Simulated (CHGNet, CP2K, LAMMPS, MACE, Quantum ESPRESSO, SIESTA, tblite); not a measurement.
# Bulk modulus two ways: amorphous Ge (61 atoms), CHGNet r2SCAN

The cell holds 61 atoms (61 Ge). Recipe: 61 atoms (61 Ge) placed at random at 5.23 g/cm³, melted at 3500 K for 10 ps at fixed volume with the Tersoff potential (Tersoff, Phys. Rev. B 39, 5566 (1989)). Quenched from 3500 K to 300 K at 6 K/ps and fixed volume, annealed at 1300 K for 20 ps, held 5 ps. Then the atoms were relaxed with MACE MP-0b3 medium in the fixed cell.

Calculated with CHGNet r2SCAN: CHGNet r2SCAN, trained on r2SCAN plane-wave data, no dispersion term. The cell is scaled evenly by ±3 % in volume, and MACE MP-0b3 medium relaxes the atoms at each volume before the single point.

```
volume (Å³/atom)  energy less the middle row's (meV/atom)  pressure (GPa)
          22.386                                    2.771           0.765
          23.078                                    0.000          -0.559
          23.770                                    2.830          -1.634
```

Task: Find the bulk modulus at the middle volume from the pressures and from the energies, and check the printed pressure against the slope of the energy (1 meV/Å³ = 0.16022 GPa).

Worked:

The step is h = 0.6923 Å³. From pressures: B = −V dP/dV = 23.078 × (0.765 − (-1.634)) / (2 × 0.6923) = 40.0 GPa.

From energies: B = V d²E/dV² = 23.078 × (2.771 + (2.830)) / 0.6923² = 269.6 meV/Å³ = 43.2 GPa.

Slope: P = −dE/dV = −(2.830 − (2.771)) / (2 × 0.6923) = -0.0426 meV/Å³ = -0.01 GPa, against -0.56 GPa printed.

The two moduli agree within 8 %.

A central difference over ±3 % overstates P by about B(1 + B′)(0.03)²/6, some 0.03 GPa for B′ = 4, which is small against the gap found. The atoms follow MACE MP-0b3 medium, so this level's forces do work along the path, which enters the energies but not the printed pressures.

Limits: three points, a static cell at zero temperature, the cell shape held; the modulus is that at -0.6 GPa, not at zero pressure.

[Logs are printed without paths, hosts, clocks, repeated set-up lines and the standing remarks that a program may print on its own settings, such as how far it seeks lower states.]

[Hosts, paths, dates, database ids (printed as entryN), source tags and the programs' standing remarks are cut or masked in the printed files.]
